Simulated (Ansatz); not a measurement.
# BeHg2 (built on the sites of a database entry of CaHg2): following an unstable mode

Wanted: the energy along a soft mode of BeHg2 (built on the sites of a database entry of CaHg2) and the structure at the end.

Method: DFT LDA, scalar-relativistic, plane waves, norm-conserving pseudopotentials, in Ansatz 0.2.0.

The structure was built from a prototype and need not be the compound's stable phase.

## 1. The starting structure

The structure is hexagonal, space group P6/mmm (No. 191). Conventional cell: a = 4.587 Å, b = 4.587 Å, c = 3.211 Å, α = 90.00°, β = 90.00°, γ = 120.00°. Nearest to Be lie 6 Hg at 2.65 Å. Nearest to Hg lie 3 Be at 2.65 Å and 3 Hg at 2.65 Å. Farther neighbours are not listed.

## 2. Response at finite wavevector

The cell comes from relaxations at this level that are not shown. The mesh has a single point along some directions, so zone-edge points there are not solved. Linear response on a 1×1×2 q mesh gives force constants as far as a supercell of that size would.

Input file input.yaml:

```yaml
crystal:
  lattice:
    - [4.5874008262, 0.0, 0.0]
    - [-2.2937004131, 3.9728056528, 0.0]
    - [0.0, 0.0, 3.2110549808]
  atoms:
    - { symbol: Be, position: [0.0, 0.0, 0.0] }
    - { symbol: Hg, position: [0.6666666667, 0.3333333333, 0.9999874254] }
    - { symbol: Hg, position: [0.3333333333, 0.6666666667, 1.25746e-05] }
kpoints:
  mp_grid: { grid: [12, 12, 16] }
hamiltonian:
  xc: lda
  pseudopotentials: { kind: nc }
scf:
  occupations: { method: methfessel_paxton, width: 0.2 }
output:
  eigenvalues: true
phonons:
  method: dfpt
  qmesh: [1, 1, 2]
  temperatures: { t_max: 1000, t_step: 50 }
  qpath:
    path:
      - [[0.0, 0.0, 0.0], [0.5, 0.0, 0.0], [0.33333333, 0.33333333, 0.0], [0.0, 0.0, 0.0], [0.0, 0.0, 0.5], [0.5, 0.0, 0.5], [0.33333333, 0.33333333, 0.5], [0.0, 0.0, 0.5]]
      - [[0.5, 0.0, 0.5], [0.5, 0.0, 0.0]]
      - [[0.33333333, 0.33333333, 0.5], [0.33333333, 0.33333333, 0.0]]
    npoints: 10
```

Command:

```bash
ansatz run input.yaml --threads 8 --pin off --max-ram 14336MiB --backend cpu --events-out ev --progress --plain --runs-dir out
```

Output:

```text
Warning: at least one further symmetry operation maps every atom of the structure, as the run holds it, onto an atom to within 2.51e-5 (fractional), and is not used: no operation is sought that the atoms, as the run holds them, miss by more than 2.00e-5, twice crystal.symmetry.tolerance (1.0e-5). The run uses 12 unitary operations. The run imposes no operation that its atoms and lattice do not hold. Figures that only [...]
Warning: phonons: the dynamical matrix that this run interpolates holds no multipole term above the dipole-dipole one, and a site of this crystal is no centre of inversion, so its interpolated transverse optical and acoustic branches and sound speeds can stay off near Gamma, and the density of states and the thermodynamics with them. What a run solves at a wave vector of phonons.qpoints, Gamma apart, where the deck admits one, is free of this, and under fd what a larger phonons.supercell samples
Engine: ansatz 0.2.0, aarch64-unknown-linux-gnu
Pseudopotentials: kind: nc
Pseudopotential: Be, nc, valence charge 4, recommended cutoff 1197.300995 eV (normal), Be.nc.azcp (PseudoDojo's, or run here from an input of PseudoDojo's: the run reads no file of this project's for it)
Pseudopotential: Hg, nc, valence charge 20, recommended cutoff 816.341587 eV (normal), Hg.nc.azcp (PseudoDojo's, or run here from an input of PseudoDojo's: the run reads no file of this project's for it)
Functional definition: SPW92
  exchange = slater_x
  correlation = pw_c
Crystal: 3 atoms, lattice volume = 58.521 Å³
Basis set: ecut = 1197.300995 eV, 5485 PW (Γ), exchange–correlation on 108×108×80 points (8 copies of the dense FFT grid, shifted against one another)
Bands: 27, of which v1, the nominal top of the filled ones, is band 22 counted from 1 (21 counted from 0)
Symmetry: 12 space group operations
k-points: 255 of 2304
Non-local potential: Be, projectors of the file, l = 0: 2, l = 1: 2
Non-local potential: Hg, projectors of the file, l = 0: 2, l = 1: 2, l = 2: 2, l = 3: 1
Initial density: superposition of atomic densities (chi_scale 0.1, normalization cell, long waves kept (reshape's long-wave potential 0.00 eV rms))
Initial wavefunctions: pseudopotential atomic-orbital guess
Functional: x = slater, c = lda
SCF iter   1: F=—  HF=-9449.249893 eV  |F-HF|=—  |Δ(HF+E_count)|=         —  Δρ=5.23e-2  dr2=2.78e0  ethr=3.10e-3  ⟨swp⟩=6.6  Hψ=34264  notcnv=0
preconditioner: auto → Kerker (q_TF=auto, 2.602 Å⁻¹)  [metal: Δε(μ)=0.015 eV  Ē_g=10.158 eV  σ=0.200 eV  W_gap=0.06  n_scr=20 (ndim 8)  ℏωp=24.8 eV  f_vac=0.000  D(μ)=0.76/eV (n_scr^D=0)]
SCF iter   2: F=—  HF=-9448.617373 eV  |F-HF|=—  |Δ(HF+E_count)|=   6.33e-1  S|Δr|=    0.00e0  Δρ=2.63e-2  dr2=6.90e-1  ethr=3.10e-3  ⟨swp⟩=3.9  Hψ=13916  notcnv=0  defer=136
SCF iter   3: F=—  HF=-9448.411493 eV  |F-HF|=—  |Δ(HF+E_count)|=   2.06e-1  S|Δr|=    0.00e0  Δρ=5.63e-3  dr2=3.15e-2  ethr=1.57e-3  ⟨swp⟩=2.5  Hψ=9514  notcnv=0  defer=138
SCF iter   4: F=—  HF=-9448.404905 eV  |F-HF|=—  |Δ(HF+E_count)|=   6.59e-3  S|Δr|=    0.00e0  Δρ=1.54e-3  dr2=1.27e-3  ethr=7.16e-5  ⟨swp⟩=2.3  Hψ=11952  notcnv=0  defer=136
SCF iter   5: F=—  HF=-9448.404750 eV  |F-HF|=—  |Δ(HF+E_count)|=   1.55e-4  S|Δr|=    0.00e0  Δρ=5.34e-4  dr2=9.37e-5  ethr=2.89e-6  ⟨swp⟩=2.0  Hψ=12284  notcnv=0  defer=136
SCF iter   6: F=—  HF=-9448.404746 eV  |F-HF|=—  |Δ(HF+E_count)|=   4.31e-6  S|Δr|=    0.00e0  Δρ=8.10e-5  dr2=2.94e-6  ethr=2.13e-7  ⟨swp⟩=2.0  Hψ=11576  notcnv=0  defer=136
SCF iter   7: F=—  HF=-9448.404551 eV  |F-HF|=—  |Δ(HF+E_count)|=   1.94e-4  S|Δr|=    0.00e0  Δρ=1.31e-5  dr2=7.74e-8  ethr=6.68e-9  ⟨swp⟩=2.4  Hψ=12518  notcnv=0  defer=136
SCF iter   8: F=—  HF=-9448.404551 eV  |F-HF|=—  |Δ(HF+E_count)|=   1.13e-8  S|Δr|=    0.00e0  Δρ=2.18e-6  dr2=3.58e-9  ethr=1.76e-10  ⟨swp⟩=2.5  Hψ=12634  notcnv=0  defer=136
SCF iter   9: F=—  HF=-9448.404551 eV  |F-HF|=—  |Δ(HF+E_count)|=  3.20e-10  S|Δr|=    0.00e0  Δρ=6.06e-7  dr2=3.86e-10  ethr=8.14e-12  ⟨swp⟩=2.2  Hψ=9673  notcnv=0  defer=136
SCF iter  10: F=—  HF=-9448.404551 eV  |F-HF|=—  |Δ(HF+E_count)|=  4.18e-11  S|Δr|=    0.00e0  Δρ=2.11e-7  dr2=1.60e-11  ethr=1.00e-12  ⟨swp⟩=2.1  Hψ=8629  notcnv=0  defer=136
SCF iter  11: F=-9448.404551 eV  HF=-9448.404551 eV  |F-HF|=3.64e-12  |Δ(HF+E_count)|=  3.64e-12  S|Δr|=    0.00e0  Δρ=4.29e-8  dr2=4.14e-13  ethr=1.00e-12  ⟨swp⟩=12.2  Hψ=46063  notcnv=0
SCF 1 converged in 11 iterations: F = -9448.404551 eV  dr2 = 4.14e-13
Initial density: read from a saved state, or passed on in memory by an earlier SCF of this step, an earlier step, the calling program or the single point that the run made first
iter 1 solved again at ethr=1.85e-7 eV; its pass at ethr=3.10e-3 eV (dr2=8.16e-5 eV) is discarded
SCF iter   1: F=—  HF=-9448.404730 eV  |F-HF|=—  |Δ(HF+E_count)|=         —  Δρ=1.26e-6  dr2=6.97e-10  ethr=1.85e-7  ⟨swp⟩=4.5  Hψ=61276  notcnv=0
eigensolver tolerance schedule: the retry pair's looser diagonalisation over-reported the residual by 117063.44 of it (diagonalisation noise at an unbounded share of the residual, at the tolerance the schedule requests for it); recorded, not acted on — ethr = c·dr2/N_el stays at c = 1.0e-1
preconditioner: auto → Kerker (q_TF=auto, 2.602 Å⁻¹)  [metal: Δε(μ)=0.027 eV  Ē_g=11.090 eV  σ=0.200 eV  W_gap=0.11  n_scr=20 (ndim 8)  ℏωp=24.8 eV  f_vac=0.000  D(μ)=0.62/eV (n_scr^D=0)]
SCF iter   2: F=—  HF=-9448.404551 eV  |F-HF|=—  |Δ(HF+E_count)|=   1.78e-4  S|Δr|=    0.00e0  Δρ=7.38e-7  dr2=2.43e-10  ethr=1.58e-12  ⟨swp⟩=4.5  Hψ=24075  notcnv=0
SCF iter   3: F=—  HF=-9448.404551 eV  |F-HF|=—  |Δ(HF+E_count)|=  5.46e-11  S|Δr|=    0.00e0  Δρ=4.51e-7  dr2=8.53e-11  ethr=1.00e-12  ⟨swp⟩=1.0  Hψ=6885  notcnv=0
SCF iter   4: F=—  HF=-9448.404551 eV  |F-HF|=—  |Δ(HF+E_count)|=  2.00e-11  S|Δr|=    0.00e0  Δρ=2.63e-7  dr2=3.05e-11  ethr=1.00e-12  ⟨swp⟩=1.0  Hψ=6885  notcnv=0
SCF iter   5: F=—  HF=-9448.404551 eV  |F-HF|=—  |Δ(HF+E_count)|=  7.28e-12  S|Δr|=    0.00e0  Δρ=1.81e-7  dr2=1.42e-11  ethr=1.00e-12  ⟨swp⟩=1.0  Hψ=6885  notcnv=0
SCF iter   6: F=-9448.404551 eV  HF=-9448.404551 eV  |F-HF|=7.28e-12  |Δ(HF+E_count)|=    0.00e0  S|Δr|=    0.00e0  Δρ=1.45e-7  dr2=9.30e-12  ethr=1.00e-12  ⟨swp⟩=4.1  Hψ=16700  notcnv=0
SCF 2 converged in 6 iterations: F = -9448.404551 eV  dr2 = 9.30e-12
phonons: the bands overlap, so this run is a metal and interpolates without the dipole-dipole term. If the crystal is really an insulator or semiconductor, its LO-TO splitting is missing
NSCF: frozen V_eff on 255 k-points
NSCF: frozen V_eff on 632 k-points
DFPT response loops at q = (0, 0, 0) (fractional): preconditioner auto → Kerker (q_TF=auto, 2.602 Å⁻¹) (partly filled bands, converged f_vac=0.000); β = 1.00, the filter's whole step (`scf.mixing.beta` (0.50) is not read by the response loops under this deck's `scf.mixing.preconditioner`; to damp them name `kerker` or `kerker_dos`, under which they read `scf.mixing.beta`, and type it under 1.00, their step now; both keys bind the ground state too); Broyden in place of MSR1
NSCF: frozen V_eff on 1264 k-points
DFPT response loops at q = (0, 0, -0.5) (fractional): mixed as the last ones told, above
SCF converged after 11 iterations
Stability not checked: this state was not tested for a lower state beside it, because cold or Methfessel-Paxton smearing, or corrected tetrahedra, fill the levels in a way that the test cannot read (fill_not_monotonic; see scf.lower_state_search)
Free energy (F): -9448.404551 eV
Harris-Foulkes:  -9448.404551 eV  (|F-HF|=3.64e-12)
Internal energy: -9448.406350 eV  (E = F + TS)
E sigma→0 (E₀):  -9448.405001 eV
Entropy (-TS):   0.001799 eV (0.600 meV/atom)
Fermi energy:    13.232913 eV
--- Per-component energies (eV) ---
  E_band       = -1033.434984
  E_kinetic    = 2817.582805
  E_local      = -7843.306822  (includes V_loc(G=0)·N_el)
  E_nonlocal   = 93.811580
  E_hartree    = 2541.819682
  E_xc         = -1556.598759
  E_vxc        = -1185.161918  (∫ρ·V_xc dr)
  E_ewald      = -5501.714836
  E_smearing   = 0.001799  (= −TS)
  E_closure    = -0.000000  (closes the sum)
  Σ components = -9448.404551   (vs F -9448.404551, Δ=0.00e0)
--- Band table (eV; the first three rows and the last of 255) ---
  k-point 0: bands = [... 18 lower, 6.5597, 6.5597, 14.6307, 14.8473, 15.0798, 15.0798, 15.4430, 15.4430, ... 1 higher]
  k-point 1: bands = [... 18 lower, 6.5438, 6.5438, 14.6378, 14.8809, 15.1571, 15.1571, 15.4821, 15.4821, ... 1 higher]
  k-point 2: bands = [... 18 lower, 6.4987, 6.4987, 14.6199, 14.9850, 15.3809, 15.3809, 15.5972, 15.5972, ... 1 higher]
  k-point 254: bands = [... 18 lower, 7.3183, 9.7274, 9.7274, 10.8180, 13.5186, 13.7994, 13.7994, 19.9120, ... 1 higher]
--- Phonons (Γ-DFPT): 4 representative perturbations + reference (Σ response iterations 10) ---
  ASR residual: 1.370e-4 → 0.000e0 eV/Å²; symmetrization residual: 1.582e-6 eV/Å²
  ASR residual per site (eV/Å²): 9.78e-7 1.37e-4 1.37e-4
  Γ frequencies (cm⁻¹): 0.00 0.00 0.00 27.47 165.15 165.15 216.11 238.76 238.76
--- Phonons (arbitrary-q DFPT): 2 irreducible q on the 1×1×2 mesh ---
  q = [0.0000, 0.0000, 0.0000] (star 1, of the zone-centre solve; hermiticity 3.01e-7, symmetrization 1.24e-13): -0.00 -0.00 0.00 27.47 165.15 165.15 216.11 238.76 238.76
  q = [0.0000, 0.0000, -0.5000] (star 1, 4 solved perturbations in 1774 linear systems a pass and spin channel, the states on 632 of 2304 k-point pairs; hermiticity 1.33e-7, symmetrization 3.42e-12, the responses' own estimated error 3.6e-5 eV/Å²): -29.89 -29.89 16.99 71.13 118.41 165.33 165.33 245.83 245.83
  sum rule: each row above includes the acoustic sum rule's correction from the zone centre's row sums; it moved no ω² by more than (0.43 cm⁻¹)²
  mesh force constants: q→R imaginary residual 0.00e0; ASR residual 1.370e-4 → 0.000e0 eV/Å²; symmetrization residual 5.329e-15 eV/Å²
  interpolated dispersion: 93 rows × 9 modes
  density of states and harmonic sums: on the 16×16×20 q-mesh, interpolated from the force constants of a 1×1×2 supercell (no non-analytic term)
  largest difference from the sums on the solved wave vectors: F 5.04e-1 eV, S 7.15e-4 and C_V 2.12e-4 eV/K
  zero-point energy: 0.072833 eV/cell   skipped modes (ω ≤ 0): 53, of them read as no rigid motion or as one in doubt: 50 (4.492e-2 modes/cell left out, lowest -29.89 cm⁻¹)   left out of the sums: 5.06e-3 of the cell's modes: C_V's classical limit lies that fraction below 3 k_B per atom; for a crystal, a wire or a layer, F and S can be off by more, and a phonons.interpolated_qmesh denser along its periods is the remedy for the sampling
```

The job ended after 5.6 min (8 threads of Arm Neoverse V1, shared host; peak memory 7.7 GiB).

The column dr2 measures how far the density is from self-consistency, as an energy; F and HF (Harris–Foulkes) agree once it is small.

This step gave:

```yaml
volume_per_atom: 19.51 Å³
gap_on_the_k_mesh: 0 eV
sum_rule_residual_before_enforcement: 1.37e-4 eV/Å²
point_group: -3m
highest_optical_mode_at_the_zone_centre_no_lo_to_term: 238.8 cm⁻¹
lowest_optical_zone_centre_mode: 27.47 cm⁻¹
lowest_mode_on_the_q_mesh_acoustic_modes_at_gamma_apart: -29.89 cm⁻¹
highest_frequency_at_a_solved_wavevector_no_lo_to_term_at_gamma: 245.8 cm⁻¹
```

Frequencies (cm⁻¹) solved at each irreducible wavevector; negative means imaginary. Frequencies by wavevector, by row:

```tsv
q in reciprocal lattice units	star	mode 1	mode 2	mode 3	mode 4	mode 5	mode 6	mode 7	mode 8	mode 9
0 0 0	1	0	0	0	27.5	165.2	165.2	216.1	238.8	238.8
0 0 -0.5	1	-29.9	-29.9	17	71.1	118.4	165.3	165.3	245.8	245.8
```

Symmetry leaves 2 wavevectors to solve. The lowest mode among them, the acoustic zeros apart, lies at q = (0, 0, -0.5) and is imaginary, 29.9i cm⁻¹, so the energy falls along it.

## 3. The mode frozen in, largest atomic shift 0 Å

The mode followed lies at q = (0, 0, -0.5) with frequency 29.9i cm⁻¹ and is 2-fold degenerate, the softest among the wavevectors solved. At small amplitude the distorted cell has space group no. 11 by a symmetry search on the positions. The undistorted cell that holds it gives the zero of energy on the same k mesh.

System of this step: BeHg2 (built on the sites of a database entry of CaHg2). Symmetry: P6/mmm, No. 191, hexagonal system. Conventional cell: a = 4.587 Å, b = 4.587 Å, c = 3.211 Å, α = 90.00°, β = 90.00°, γ = 120.00°. Nearest to Be lie 6 Hg at 2.65 Å. Nearest to Hg lie 3 Be at 2.65 Å and 3 Hg at 2.65 Å. Farther neighbours are not listed.

Input file input.yaml:

```yaml
crystal:
  lattice:
    - [4.5874008262, 0.0, 0.0]
    - [2.2937004131, 3.9728056528, 0.0]
    - [0.0, 0.0, 6.4221099616]
  atoms:
    - { symbol: Be, position: [0.0, 0.0, 0.5] }
    - { symbol: Be, position: [0.0, 0.0, 0.0] }
    - { symbol: Hg, position: [0.3333333333, 0.3333333333, 0.4999937127] }
    - { symbol: Hg, position: [0.3333333333, 0.3333333333, 0.9999937127] }
    - { symbol: Hg, position: [0.6666666667, 0.6666666667, 6.2873e-06] }
    - { symbol: Hg, position: [0.6666666667, 0.6666666667, 0.5000062873] }
kpoints:
  mp_grid: { grid: [9, 9, 6] }
hamiltonian:
  xc: lda
  pseudopotentials: { kind: nc }
scf:
  occupations: { method: methfessel_paxton, width: 0.2 }
output:
  forces: true
  stress: true
  eigenvalues: true
```

Output:

```text
[...]
k-point 0: bands = [... 40 lower, 9.5909, 14.6313, 14.8485, 15.0809, 15.0809, 15.4444, 15.4444, 16.8625, ... 5 higher]
  k-point 1: bands = [... 40 lower, 10.5143, 14.6403, 14.9086, 15.2174, 15.2174, 15.5137, 15.5137, 16.4178, ... 5 higher]
  k-point 2: bands = [... 40 lower, 11.9651, 14.4878, 15.0992, 15.6020, 15.6020, 15.7142, 15.7142, 15.7979, ... 5 higher]
  k-point 47: bands = [... 40 lower, 7.8658, 7.8658, 9.4898, 9.4898, 15.8948, 15.8948, 17.4513, 17.4513, ... 5 higher]
[key lines of the parts left out:]
SCF converged after 8 iterations
Free energy (F): -18896.802174 eV
Fermi energy:    13.193205 eV
P = ⅓ Tr σ = 0.0502 GPa (0.502 kbar)
```

Wall time 11 s (8 threads); peak memory 1.7 GiB; 83 s of CPU time.

Numbers from this step:

- pressure: 0.05023 GPa
- energy from the undistorted cell: 0 meV/atom

The run ends at a pressure of 0.05 GPa.

## 4. The mode frozen in, largest atomic shift 0.6 Å

The atoms are moved along the unstable eigenvector, the largest shift by 0.6 Å, with the cell fixed.

input.yaml, the sections that differ from step 3:

```yaml
crystal:
  lattice:
    - [4.5874008262, 0.0, 0.0]
    - [2.2937004131, 3.9728056528, 0.0]
    - [0.0, 0.0, 6.4221099616]
  atoms:
    - { symbol: Be, position: [-0.0213470117, -0.1188063862, 0.5] }
    - { symbol: Be, position: [0.0213470117, 0.1188063862, 0.0] }
    - { symbol: Hg, position: [0.3163932184, 0.2390534469, 0.4999937127] }
    - { symbol: Hg, position: [0.3502734483, 0.4276132197, 0.9999937127] }
    - { symbol: Hg, position: [0.6836067816, 0.7609465531, 6.2873e-06] }
    - { symbol: Hg, position: [0.6497265517, 0.5723867803, 0.5000062873] }
# kpoints, hamiltonian, scf, output: as in step 3
```

Output:

```text
[...]
Crystal: 6 atoms, lattice volume = 117.042 Å³
Basis set: ecut = 1197.300995 eV, 10987 PW (Γ)
Bands: 53, of which v1, the nominal top of the filled ones, is band 44 counted from 1 (43 counted from 0)
Symmetry: 4 space group operations
[...]
k-points: 164 of 486
[...]
k-point 0: bands = [... 40 lower, 9.5990, 14.7642, 14.7769, 14.9294, 14.9645, 15.5508, 15.6168, 16.7205, ... 5 higher]
  k-point 1: bands = [... 40 lower, 10.4803, 14.8131, 14.8307, 15.0366, 15.0554, 15.6225, 15.6916, 16.4492, ... 5 higher]
  k-point 2: bands = [... 40 lower, 11.9648, 14.7177, 15.0357, 15.2878, 15.3271, 15.7332, 15.8323, 15.8966, ... 5 higher]
  k-point 163: bands = [... 40 lower, 7.8557, 7.8557, 11.0296, 11.0296, 15.4367, 15.4367, 16.1387, 16.1387, ... 5 higher]
[key lines of the parts left out:]
SCF converged after 8 iterations
Free energy (F): -18896.952926 eV
Fermi energy:    13.137108 eV
P = ⅓ Tr σ = -0.3190 GPa (-3.190 kbar)
```

Elapsed: 32 s, on 8 threads; peak memory 3 GiB; 4.2 min of CPU time.

This step gave:

```
pressure                         : -0.3190 GPa
energy from the undistorted cell : -25.05 meV/atom
```

The energy, extrapolated to zero smearing, is -25.05 meV/atom against the undistorted cell.

The run ends at a pressure of -0.32 GPa, with forces up to 0.23 eV/Å.

## 5. Energy along the mode, all amplitudes (two of the runs are shown above)

An imaginary frequency means negative curvature, so the energy should fall and then rise again as anharmonic terms take over.

Numbers from this step:

| Quantity | Value |
| --- | --- |
| depth at the lowest point sampled | 25.05 meV/atom |
| largest atomic shift at that point | 0.6 Å |

Energy from the parent against largest atomic shift:

```tsv
largest atomic shift (Å)	energy from the parent (meV/atom)
0.000	0
0.040	-0.214
0.080	-0.847
0.140	-2.55
0.220	-6.11
0.320	-11.7
0.450	-19.0
0.600	-25.1
```

Displacement at unit largest shift by atom:

```tsv
atom	x (Å)	y (Å)	z (Å)	size
Be1	-0.62	-0.79	0.00	1.00
Be2	0.62	0.79	0.00	1.00
Hg3	-0.49	-0.62	0.00	0.79
Hg4	0.49	0.62	0.00	0.79
Hg5	0.49	0.62	0.00	0.79
Hg6	-0.49	-0.62	0.00	0.79
```

The lowest of the steps tried is the last one, at 0.6 Å, 25.1 meV/atom below the parent; the bottom of the well need not coincide with a step.

(Part 1 of 3 ends here.)

[Logs are printed without paths, hosts, clocks, repeated set-up lines and the standing remarks that a program may print on its own settings, such as how far it seeks lower states.]

[Hosts, paths, dates, database ids (printed as entryN), source tags and the programs' standing remarks are cut or masked in the printed files.]
